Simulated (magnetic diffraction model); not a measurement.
# Which magnetic order? Pr₃BeTlSe₇

Space group P6_3 (no. 173), a = 10.6780 Å, c = 6.3270 Å.

```
site  atom       x       y       z
  2a    Tl       0       0  0.5253
  6c    Pr  0.3898  0.2497  0.7346
  2b    Se     2/3     1/3  0.5039
  6c    Se  0.5177  0.1103  0.0357
  6c    Se  0.2227  0.1399  0.2830
  2b    Be     2/3     1/3  0.1550
```

This is a made-up structure (elements placed in a structure type, unrelaxed), so the numbers test the method and describe no known phase.

Only Pr is taken to order (form factors of Pr3+); orders and moment sizes are assumed, and not adapted to the symmetry. Radiation: neutrons of λ = 2.0775 Å, 3° to 40°; isotropic B of 0.58 Å² (Tl), 0.48 Å² (Pr), 0.53 Å² (Se) and 0.85 Å² (Be). Simulated constant-wavelength pattern: nuclear and magnetic terms add, the magnetic one as |2.695 fm × Σ f S⊥ exp(2πi Q·r) exp(−B s²)|², summed over all Q at one angle with the factor 1/(sin²θ cos θ). For collinear order S is the moment m, which repeats by lattice and centring translations R with the sign exp(−2πi k·R). Free-ion form factors, Sears's scattering lengths of 1992, no absorption; a label names one of the reflections at its angle. The strongest nuclear line in the range is 100, and lines under 0.2 are left out.

Above the ordering temperature:

| 2θ (°) | index | I |
| --- | --- | --- |
| 12.90 | (1 0 0) | 10.8 |
| 22.44 | (1 1 0) | 50.4 |
| 22.95 | (1 0 1) | 14.9 |
| 25.96 | (2 0 0) | 1.4 |
| 29.50 | (1 1 1) | 8.3 |
| 32.31 | (2 0 1) | 1.4 |
| 34.58 | (2 1 0) | 3.7 |
| 38.34 | (0 0 2) | 3.0 |
| 39.70 | (2 1 1) | 100.0 |

Below it (cell unchanged):

```csv
2θ (°),I
12.90,21.7
18.90,6.3
22.44,54.0
22.95,20.3
25.96,2.6
29.50,10.9
32.31,4.8
34.58,4.9
38.34,3.4
39.39,1.4
39.70,105.2
```

**Question.** Find the propagation vector, then choose among these models:
A. collinear moments along [100], 1.9 μB on Pr; signs + at (0.3898, 0.2497, 0.7346), − at (0.7503, 0.1401, 0.7346), − at (0.8599, 0.6102, 0.7346), + at (0.6102, 0.7503, 0.2346), + at (0.2497, 0.8599, 0.2346), + at (0.1401, 0.3898, 0.2346)
B. collinear moments along [100], 1.9 μB on Pr; signs + at (0.3898, 0.2497, 0.7346), + at (0.7503, 0.1401, 0.7346), + at (0.8599, 0.6102, 0.7346), − at (0.6102, 0.7503, 0.2346), + at (0.2497, 0.8599, 0.2346), − at (0.1401, 0.3898, 0.2346)
C. collinear moments along [120], 1.9 μB on Pr; signs + at (0.3898, 0.2497, 0.7346), − at (0.7503, 0.1401, 0.7346), − at (0.8599, 0.6102, 0.7346), + at (0.6102, 0.7503, 0.2346), + at (0.2497, 0.8599, 0.2346), + at (0.1401, 0.3898, 0.2346)
D. collinear moments along [120], 1.9 μB on Pr; signs + at (0.3898, 0.2497, 0.7346), + at (0.7503, 0.1401, 0.7346), + at (0.8599, 0.6102, 0.7346), − at (0.6102, 0.7503, 0.2346), + at (0.2497, 0.8599, 0.2346), − at (0.1401, 0.3898, 0.2346)

No line moves, and magnetic intensity falls on nuclear lines such as the one at 12.90°; new lines at (0 0 1) have whole indices that obey the lattice centring, at places with no nuclear intensity to speak of, so the magnetic cell equals the chemical primitive cell: k = 0.

Magnetic intensity, observed (below minus above) and for each model:

| 2θ (°) | index | observed | A | B | C | D |
| --- | --- | --- | --- | --- | --- | --- |
| 12.90 | (1 0 0) | 10.9 | 3.7 | 5.0 | 10.9 | 9.6 |
| 22.44 | (1 1 0) | 3.7 | 1.3 | 3.2 | 3.7 | 1.7 |
| 25.96 | (2 0 0) | 1.2 | 4.4 | 2.0 | 1.2 | 3.6 |
| 29.50 | (1 1 1) | 2.6 | 3.9 | 3.6 | 2.6 | 3.0 |
| 32.31 | (2 0 1) | 3.5 | 2.1 | 2.9 | 3.5 | 2.6 |
| 34.58 | (2 1 0) | 1.2 | 1.6 | 1.3 | 1.2 | 1.4 |
| 39.39 | (3 0 0) | 1.2 | 0.5 | 1.5 | 1.2 | 0.2 |
| 39.70 | (2 1 1) | 5.2 | 5.4 | 5.0 | 5.2 | 5.6 |

Model C matches.

The structure used: k = (0 0 0), collinear moments along [120], 1.9 μB on Pr; signs + at (0.3898, 0.2497, 0.7346), − at (0.7503, 0.1401, 0.7346), − at (0.8599, 0.6102, 0.7346), + at (0.6102, 0.7503, 0.2346), + at (0.2497, 0.8599, 0.2346), + at (0.1401, 0.3898, 0.2346).

[Logs are printed without paths, hosts, clocks, repeated set-up lines and the standing remarks that a program may print on its own settings, such as how far it seeks lower states.]
